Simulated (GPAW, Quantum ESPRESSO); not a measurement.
## Near-edge structure at the Ag L₃ edge of CdAg (Pm-3m)

Aim: the near-edge shape at the Ag L₃ edge of CdAg (Pm-3m), and what the core hole does to it.

Method: X-ray absorption from dipole matrix elements to empty bands, plane-wave PAW LDA, in GPAW 26.7.0.

This is a report of a sequence of runs, with most program output left out.

## Step 1: Starting point

It takes space group Pm-3m (No. 221, cubic). The conventional cell has a = 3.330 Å, b = 3.330 Å, c = 3.330 Å, α = 90.00°, β = 90.00°, γ = 90.00°. Cd has 8 Ag at 2.88 Å nearest. Nearest to Ag lie 8 Cd at 2.88 Å. Farther neighbours are not listed.

Coordinates:

```xyz
2
Lattice="3.3300 0.0000 0.0000 0.0000 3.3300 0.0000 0.0000 0.0000 3.3300" Properties=species:S:1:pos:R:3 pbc="T T T"
Cd    1.6650    1.6650    1.6650
Ag    0.0000    0.0000    0.0000
```

## Step 2: Ground state of the crystal

A plain self-consistent run shows whether there is a gap, which decides the set-up of the core-hole run.

The input, scf.py:

```python
import numpy as np
from ase import Atoms
from ase.parallel import parprint, paropen
from gpaw import GPAW, PW, FermiDirac, Mixer, MixerDif, setup_paths
from gpaw.test import gen
setup_paths.insert(0, '.')
gen('Ag', name='nch2p', xcname='LDA', corehole=(2, 1, 0), write_xml=True)
from gpaw.mpi import world
world.barrier()

atoms = Atoms('CdAg',
    cell=[[3.33, 0, 0],
     [0, 3.33, 0],
     [0, 0, 3.33]],
    scaled_positions=[[0.5, 0.5, 0.5],
     [0, 0, 0]],
    pbc=True)
atoms.calc = calc = GPAW(legacy_gpaw=True, mode=PW(500), xc='LDA', setups={1: 'nch2p'},
    kpts={'size': (7, 7, 7), 'gamma': True}, occupations=FermiDirac(0.05),
    charge=0, mixer=Mixer(0.1, 5, 50), maxiter=150,
    convergence={'density': 0.0001}, txt='scf.txt')
energy = atoms.get_potential_energy() + calc.get_reference_energy()
ef = calc.get_fermi_level()
out = dict(energy=energy, fermi=ef, forces=atoms.get_forces().tolist())
parprint(f'all-electron energy {energy:.4f} eV, Fermi level {ef:.4f} eV')
ev = np.array([[calc.get_eigenvalues(k, s) for k in range(len(calc.get_ibz_k_points()))] for s in range(calc.get_number_of_spins())])
out['homo'], out['lumo'], out['counts'] = ev[ev < ef].max(), ev[ev > ef].min(), sorted(set((ev < ef).sum((0, 2)).tolist()))
out['filled'] = (ev[:, 0] < ef).sum(1).tolist()
import json
with paropen('out.json', 'w') as f:
    json.dump(out, f)
```

Run with:

```
$ OMP_NUM_THREADS=1 mpirun -n 4 gpaw python scf.py
```

Elapsed: 5.2 s, on 4 MPI ranks of Arm Neoverse V2, shared host; peak memory 0.17 GiB.

The mesh shows no gap, so the system is treated as a metal and the core electron is put at the Fermi level (neutral cell).

## Step 3: Spectrum without a core hole, Ag atom 2

Without a hole the spectrum is the empty density of states of the right symmetry on the absorber, weighted by matrix elements. It needs only the small cell and serves as the baseline. The data set with a hole of occupation 0 only carries the core orbital.

The absorber has 8 Cd at 2.88 Å and 6 Ag at 3.33 Å (cube and octahedron, as in bcc, site symmetry m-3m).

The input, xas.py:

```python
import numpy as np
from ase import Atoms
from ase.parallel import parprint, paropen
from gpaw import GPAW, PW, FermiDirac, Mixer, MixerDif, setup_paths
from gpaw.test import gen
setup_paths.insert(0, '.')
gen('Ag', name='nch2p', xcname='LDA', corehole=(2, 1, 0), write_xml=True)
from gpaw.mpi import world
world.barrier()

atoms = Atoms('CdAg',
    cell=[[3.33, 0, 0],
     [0, 3.33, 0],
     [0, 0, 3.33]],
    scaled_positions=[[0.5, 0.5, 0.5],
     [0, 0, 0]],
    pbc=True)
atoms.calc = calc = GPAW(legacy_gpaw=True, mode=PW(500), xc='LDA', setups={1: 'nch2p'},
    kpts={'size': (10, 10, 10), 'gamma': True}, occupations=FermiDirac(0.1),
    charge=0, mixer=Mixer(0.1, 5, 50), maxiter=150,
    convergence={'density': 0.0001}, txt='scf.txt')
energy = atoms.get_potential_energy() + calc.get_reference_energy()
ef = calc.get_fermi_level()
out = dict(energy=energy, fermi=ef, forces=atoms.get_forces().tolist())
parprint(f'all-electron energy {energy:.4f} eV, Fermi level {ef:.4f} eV')
ev = np.array([[calc.get_eigenvalues(k, s) for k in range(len(calc.get_ibz_k_points()))] for s in range(calc.get_number_of_spins())])
out['homo'], out['lumo'], out['counts'] = ev[ev < ef].max(), ev[ev > ef].min(), sorted(set((ev < ef).sum((0, 2)).tolist()))
out['filled'] = (ev[:, 0] < ef).sum(1).tolist()

from ase.units import Ha
from gpaw.xas import dipole_matrix_elements
nb = int(calc.get_number_of_electrons() / 2) + 25
top = nb
nscf = calc.fixed_density(kpts={'size': (9, 9, 9), 'gamma': True},
    convergence={'eigenstates': 1.0}, txt='nscf.txt')
nscf.diagonalize_full_hamiltonian(nbands=nb)
cell = atoms.cell.array
ops = [cell.T @ U.T @ np.linalg.inv(cell.T) for U in nscf.wfs.kd.symmetry.op_scc]
E = np.arange(-25, 34, 0.1)
fwhm = np.interp(E, [4, 25], [2.4, 3.5])
Y, X, zero, highest = 0, 0, 1e9, 1e9
for spin in range(nscf.get_number_of_spins()):
    wfs = nscf.wfs
    A = dipole_matrix_elements(wfs.setups[1])
    eps = np.zeros((wfs.kd.nibzkpts, nb))
    d = np.zeros((3, A.shape[1], wfs.kd.nibzkpts, nb), complex)
    for kpt in wfs.kpt_u:
        if kpt.s == spin and 1 in kpt.P_ani:
            eps[kpt.k] = kpt.eps_n * Ha
            d[:, :, kpt.k] = (kpt.weight * wfs.nspins / 2) ** 0.5 * np.inner(A, kpt.P_ani[1])
    world.sum(eps)
    world.sum(d)
    T = np.einsum('amkn,bmkn->abkn', d, d.conj()).real
    T = sum(np.einsum('ai,ijkn,bj->abkn', R, T, R) for R in ops) / len(ops)
    empty = eps > ef
    zero, highest = min(zero, eps[empty].min()), min(highest, eps[:, top - 1].min())
    lines = [(eps, T, empty)] if spin == 0 else lines + [(eps, T, empty)]
for eps, T, empty in lines:
    f = np.einsum('aakn->akn', T).reshape(3, -1)
    x = eps.ravel() - zero
    w = np.interp(x, E, fwhm) / 2.35482
    g = np.exp(-0.5 * ((E[:, None] - x) / w) ** 2) / (w * (2 * np.pi) ** 0.5)
    Y = Y + (f * empty.ravel()) @ g.T
    X = X + (f * ~empty.ravel()) @ g.T
out.update(E=E.round(2).tolist(), xas=Y.tolist(), xes=X.tolist(), zero=zero, valid=highest - zero, nk=len(eps), nb=nb)
for i in range(0, len(E), 10):
    parprint(f'{E[i]:7.2f}', *(f'{v:10.3e}' for v in Y[:, i]))
import json
with paropen('out.json', 'w') as f:
    json.dump(out, f)
```

Run with:

```
$ OMP_NUM_THREADS=1 mpirun -n 4 gpaw python xas.py
```

The job ended after 25 s (4 MPI ranks; peak memory 0.28 GiB; 98 s of CPU time).

The Ag L₃ spectrum, Ag atom 2, no core hole (energy from the lowest empty level; intensity scaled to a mean of 1 over the first 20 eV):

```
E (eV)  intensity
 -2.00       0.03
 -1.25       0.12
 -0.50       0.32
  0.25       0.58
  1.00       0.85
  1.75       1.06
  2.50       1.14
  3.25       1.10
  4.00       1.05
  4.75       1.03
  5.50       1.00
  6.25       0.98
  7.00       0.94
  7.75       0.90
  8.50       0.87
  9.25       0.88
 10.00       0.92
 10.75       0.98
 11.50       1.02
 12.25       1.01
 13.00       0.94
 13.75       0.84
 14.50       0.77
 15.25       0.79
 16.00       0.91
 16.75       1.09
 17.50       1.26
 18.25       1.35
 19.00       1.36
 19.75       1.30
 20.50       1.22
 21.25       1.15
 22.00       1.12
 22.75       1.12
 23.50       1.15
 24.25       1.18
 25.00       1.18
 25.75       1.15
 26.50       1.08
 27.25       1.00
 28.00       0.93
 28.75       0.88
 29.50       0.86
 30.25       0.86
 31.00       0.88
 31.75       0.94
```

Main maxima below 30 eV (height): 2.6 eV (1.14), 11.8 eV (1.02), 18.6 eV (1.37) and 24.6 eV (1.19). At an L edge the dipole rule selects empty d and s states; the absorber's d shell is nominally full, so the onset shows only d character mixed into the empty bands.

The same matrix elements for filled bands give the Ag L₃ emission of Ag atom 2 (ground-state approximation; energy from the lowest empty level, largest value 1):

```
E (eV)  emission
-24.00      0.00
-23.25      0.00
-22.50      0.00
-21.75      0.00
-21.00      0.00
-20.25      0.00
-19.50      0.00
-18.75      0.00
-18.00      0.00
-17.25      0.00
-16.50      0.00
-15.75      0.00
-15.00      0.00
-14.25      0.00
-13.50      0.00
-12.75      0.00
-12.00      0.00
-11.25      0.00
-10.50      0.01
 -9.75      0.02
 -9.00      0.02
 -8.25      0.03
 -7.50      0.08
 -6.75      0.26
 -6.00      0.60
 -5.25      0.94
 -4.50      0.95
 -3.75      0.63
 -3.00      0.29
 -2.25      0.11
 -1.50      0.06
 -0.75      0.03
  0.00      0.02
  0.75      0.01
  1.50      0.00
  2.25      0.00
  3.00      0.00
```

Emission maxima: -4.8 eV (1.00).

## Step 4: Supercell without a hole, the energy reference

The photon energy needs a difference of total energies, so the cell and mesh of the coming hole run are first run without a hole.

Edit scf.py of step 2 so:

```diff
@@ -10,11 +10,17 @@
 
-atoms = Atoms('CdAg',
-    cell=[[3.33, 0, 0],
-     [0, 3.33, 0],
-     [0, 0, 3.33]],
-    scaled_positions=[[0.5, 0.5, 0.5],
-     [0, 0, 0]],
+atoms = Atoms('Cd4Ag4',
+    cell=[[3.33, 3.33, 3.33],
+     [-3.33, 3.33, -3.33],
+     [-3.33, 3.33, 3.33]],
+    scaled_positions=[[0.5, 0, 0],
+     [0, 0.5, 0],
+     [0.5, 0.5, 0.5],
+     [0, 0, 0.5],
+     [0, 0, 0],
+     [0.5, 0.5, 0],
+     [0, 0.5, 0.5],
+     [0.5, 0, 0.5]],
     pbc=True)
-atoms.calc = calc = GPAW(legacy_gpaw=True, mode=PW(500), xc='LDA', setups={1: 'nch2p'},
-    kpts={'size': (7, 7, 7), 'gamma': True}, occupations=FermiDirac(0.05),
+atoms.calc = calc = GPAW(legacy_gpaw=True, mode=PW(500), xc='LDA', setups={4: 'nch2p'},
+    kpts={'size': (5, 5, 5), 'gamma': True}, occupations=FermiDirac(0.1),
     charge=0, mixer=Mixer(0.1, 5, 50), maxiter=150,
```

Run with:

```
$ OMP_NUM_THREADS=1 mpirun -n 4 gpaw python scf.py
```

Wall time 19 s (4 MPI ranks); peak memory 0.23 GiB; 77 s of CPU time.

Reference energy: -1186025.077 eV with the cores included.

## Step 5: Spectrum with XCH, Ag atom 2

The holes are 5.8 Å apart. In GPAW the data set carries the hole's charge, so charge=0 means a charged cell and charge=-1 a neutral one. The excited electron is kept in the cell, where it fills the lowest empty states and screens the hole. After the field has converged, empty bands are computed with the density fixed and the dipole matrix elements are summed.

Edit xas.py of step 3 so:

```diff
@@ -6,3 +6,3 @@
 setup_paths.insert(0, '.')
-gen('Ag', name='nch2p', xcname='LDA', corehole=(2, 1, 0), write_xml=True)
+gen('Ag', name='fch2p', xcname='LDA', corehole=(2, 1, 1), write_xml=True)
 from gpaw.mpi import world
@@ -10,12 +10,18 @@
 
-atoms = Atoms('CdAg',
-    cell=[[3.33, 0, 0],
-     [0, 3.33, 0],
-     [0, 0, 3.33]],
-    scaled_positions=[[0.5, 0.5, 0.5],
-     [0, 0, 0]],
+atoms = Atoms('Cd4Ag4',
+    cell=[[3.33, 3.33, 3.33],
+     [-3.33, 3.33, -3.33],
+     [-3.33, 3.33, 3.33]],
+    scaled_positions=[[0.5, 0, 0],
+     [0, 0.5, 0],
+     [0.5, 0.5, 0.5],
+     [0, 0, 0.5],
+     [0, 0, 0],
+     [0.5, 0.5, 0],
+     [0, 0.5, 0.5],
+     [0.5, 0, 0.5]],
     pbc=True)
-atoms.calc = calc = GPAW(legacy_gpaw=True, mode=PW(500), xc='LDA', setups={1: 'nch2p'},
-    kpts={'size': (10, 10, 10), 'gamma': True}, occupations=FermiDirac(0.1),
-    charge=0, mixer=Mixer(0.1, 5, 50), maxiter=150,
+atoms.calc = calc = GPAW(legacy_gpaw=True, mode=PW(500), xc='LDA', setups={4: 'fch2p'},
+    kpts={'size': (5, 5, 5), 'gamma': True}, occupations=FermiDirac(0.1),
+    charge=-1, mixer=Mixer(0.1, 5, 50), maxiter=150,
     convergence={'density': 0.0001}, txt='scf.txt')
@@ -31,10 +37,9 @@
 from gpaw.xas import dipole_matrix_elements
-nb = int(calc.get_number_of_electrons() / 2) + 25
-top = nb
-nscf = calc.fixed_density(kpts={'size': (9, 9, 9), 'gamma': True},
-    convergence={'eigenstates': 1.0}, txt='nscf.txt')
-nscf.diagonalize_full_hamiltonian(nbands=nb)
+nb = int(calc.get_number_of_electrons() / 2) + 91
+top, nb = nb, nb + 8 + nb // 12
+nscf = calc.fixed_density(kpts={'size': (7, 7, 7), 'gamma': True}, nbands=nb,
+    convergence={'bands': top, 'eigenstates': 1e-5}, maxiter=60, txt='nscf.txt')
 cell = atoms.cell.array
 ops = [cell.T @ U.T @ np.linalg.inv(cell.T) for U in nscf.wfs.kd.symmetry.op_scc]
-E = np.arange(-25, 34, 0.1)
+E = np.arange(-6, 34, 0.1)
 fwhm = np.interp(E, [4, 25], [2.4, 3.5])
@@ -43,3 +48,3 @@
     wfs = nscf.wfs
-    A = dipole_matrix_elements(wfs.setups[1])
+    A = dipole_matrix_elements(wfs.setups[4])
     eps = np.zeros((wfs.kd.nibzkpts, nb))
@@ -47,5 +52,5 @@
     for kpt in wfs.kpt_u:
-        if kpt.s == spin and 1 in kpt.P_ani:
+        if kpt.s == spin and 4 in kpt.P_ani:
             eps[kpt.k] = kpt.eps_n * Ha
-            d[:, :, kpt.k] = (kpt.weight * wfs.nspins / 2) ** 0.5 * np.inner(A, kpt.P_ani[1])
+            d[:, :, kpt.k] = (kpt.weight * wfs.nspins / 2) ** 0.5 * np.inner(A, kpt.P_ani[4])
     world.sum(eps)
```

Run with:

```
$ OMP_NUM_THREADS=1 mpirun -n 4 gpaw python xas.py
```

Run time: 84 s. Hardware: 4 MPI ranks; peak memory 0.37 GiB.

The Ag L₃ spectrum, Ag atom 2, excited-electron core hole (neutral cell) (energy from the lowest empty level; intensity scaled to a mean of 1 over the first 20 eV):

```
E (eV)  intensity
  -2.0       0.01
  -1.0       0.10
   0.0       0.35
   1.0       0.66
   2.0       0.83
   3.0       0.87
   4.0       0.89
   5.0       0.90
   6.0       0.86
   7.0       0.83
   8.0       0.83
   9.0       0.89
  10.0       1.02
  11.0       1.09
  12.0       1.04
  13.0       0.91
  14.0       0.84
  15.0       0.95
  16.0       1.24
  17.0       1.48
  18.0       1.52
  19.0       1.45
  20.0       1.34
  21.0       1.26
  22.0       1.23
  23.0       1.26
  24.0       1.28
  25.0       1.25
  26.0       1.15
  27.0       1.04
  28.0       0.97
  29.0       0.94
  30.0       0.97
  31.0       1.05
  32.0       1.20
```

Main maxima below 30 eV (height): 4.8 eV (0.90), 11.0 eV (1.09), 17.8 eV (1.53) and 24.0 eV (1.28). 

## Step 6: What the core hole does

Both curves are counted from their own zero, so only the shift of weight within the empty states shows.

```
E (eV)  no hole   XCH
  -2.0     0.03  0.01
  -1.0     0.17  0.10
   0.0     0.49  0.35
   1.0     0.85  0.66
   2.0     1.11  0.83
   3.0     1.13  0.87
   4.0     1.05  0.89
   5.0     1.02  0.90
   6.0     0.99  0.86
   7.0     0.94  0.83
   8.0     0.89  0.83
   9.0     0.87  0.89
  10.0     0.92  1.02
  11.0     0.99  1.09
  12.0     1.02  1.04
  13.0     0.94  0.91
  14.0     0.81  0.84
  15.0     0.77  0.95
  16.0     0.91  1.24
  17.0     1.15  1.48
  18.0     1.33  1.52
  19.0     1.36  1.45
  20.0     1.27  1.34
  21.0     1.17  1.26
  22.0     1.12  1.23
  23.0     1.13  1.26
  24.0     1.17  1.28
  25.0     1.18  1.25
  26.0     1.13  1.15
  27.0     1.03  1.04
  28.0     0.93  0.97
  29.0     0.87  0.94
  30.0     0.85  0.97
  31.0     0.88  1.05
  32.0     0.96  1.20
```

With each curve scaled to its own mean, the area from −2 to 6 eV with the hole is 5.0 against 6.3, and the centre of weight from −1 to 20 eV moves by +0.9 eV (first and strongest maxima below 20 eV: 2.6 eV (1.14), 11.8 eV (1.02) and 18.6 eV (1.37) without the hole, 4.8 eV (0.90), 11.0 eV (1.09) and 17.8 eV (1.53) with it): the near-edge weight falls against the higher-lying part.

## Step 7: Runs not followed above

These runs aren't followed: redraws of a spectrum that repeat one shown, runs with a planted fault or a state judged unsound, or a program's part that gave no sound spectrum.

| program | step | status | elapsed |
| --- | --- | --- | --- |
| Quantum ESPRESSO | ground state | converged | 5.9 s |
| Quantum ESPRESSO | no core hole | converged | 32 s |
| Quantum ESPRESSO | no core hole, redrawn | converged | 5.9 s |
| Quantum ESPRESSO | supercell ground state | converged | 47 s |
| Quantum ESPRESSO | core-hole potential | converged | 0.75 s |
| Quantum ESPRESSO | supercell with XCH | converged | 56 s |
| Quantum ESPRESSO | spectrum with XCH | converged | 2.1 min |
| Quantum ESPRESSO | spectrum with XCH, redrawn | converged | 2.6 s |
| Quantum ESPRESSO | supercell with XCH | converged | 56 s |
| Quantum ESPRESSO | edge energy | converged | 0 s |

## Step 8: Results

| Item | Value |
| --- | --- |
| absorber and edge | Ag L₃, atom 2 of the ground-state input (counted from 1) |
| surroundings | 8 Cd at 2.88 Å and 6 Ag at 3.33 Å (cube and octahedron, as in bcc, site symmetry m-3m) |
| highest intensity below 24 eV | 17.8 eV above the zero, height 1.53 |

What this shows: The Ag L₃ edge of atom 2, with 8 Cd at 2.88 Å and 6 Ag at 3.33 Å (cube and octahedron, as in bcc, site symmetry m-3m), has its highest intensity of the first 24 eV at 17.8 eV above the zero, 1.5 times the mean level of the first 20 eV (Gaussian full width 2.4 eV up to 4 eV, rising linearly to 3.5 eV at 25 eV). With each curve scaled to its own mean, the area from −2 to 6 eV with the hole is 5.0 against 6.3, and the centre of weight from −1 to 20 eV moves by +0.9 eV (first and strongest maxima below 20 eV: 2.6 eV (1.14), 11.8 eV (1.02) and 18.6 eV (1.37) without the hole, 4.8 eV (0.90), 11.0 eV (1.09) and 17.8 eV (1.53) with it): the near-edge weight falls against the higher-lying part. The same cell was also set up in Quantum ESPRESSO; that part failed, was judged unsound or used a data set known to give false states; its runs are listed without their results. 1 further run of this session is left out of this account as redundant. Only the L₃ part is meant: spin–orbit coupling of the core level isn't computed and the L₂ copy isn't added. The script folds with a Gaussian, whereas the core hole's own line is a Lorentzian, so the onset is too steep and the first peak too high. The holes are only 5.8 Å apart, so the shape is probably not converged with cell size; no larger cell was run here. Lifetime broadening is put in by hand, and intensities beyond about 20 eV depend on it and on the partial waves. The structure is a published determination, not relaxed.

[Logs are printed without paths, hosts, clocks, repeated set-up lines and the standing remarks that a program may print on its own settings, such as how far it seeks lower states.]

[Hosts, paths, dates, database ids (printed as entryN), source tags and the programs' standing remarks are cut or masked in the printed files.]

[Lists of maxima count a maximum above −3 eV only where it reaches 4 % of the highest in the window and stands out from its surroundings by 2 % of it (1.5 % where it reaches 55 %); shoulders and weaker maxima are passed over, and of the rest the first, up to two pre-edge ones and the few strongest are named.]
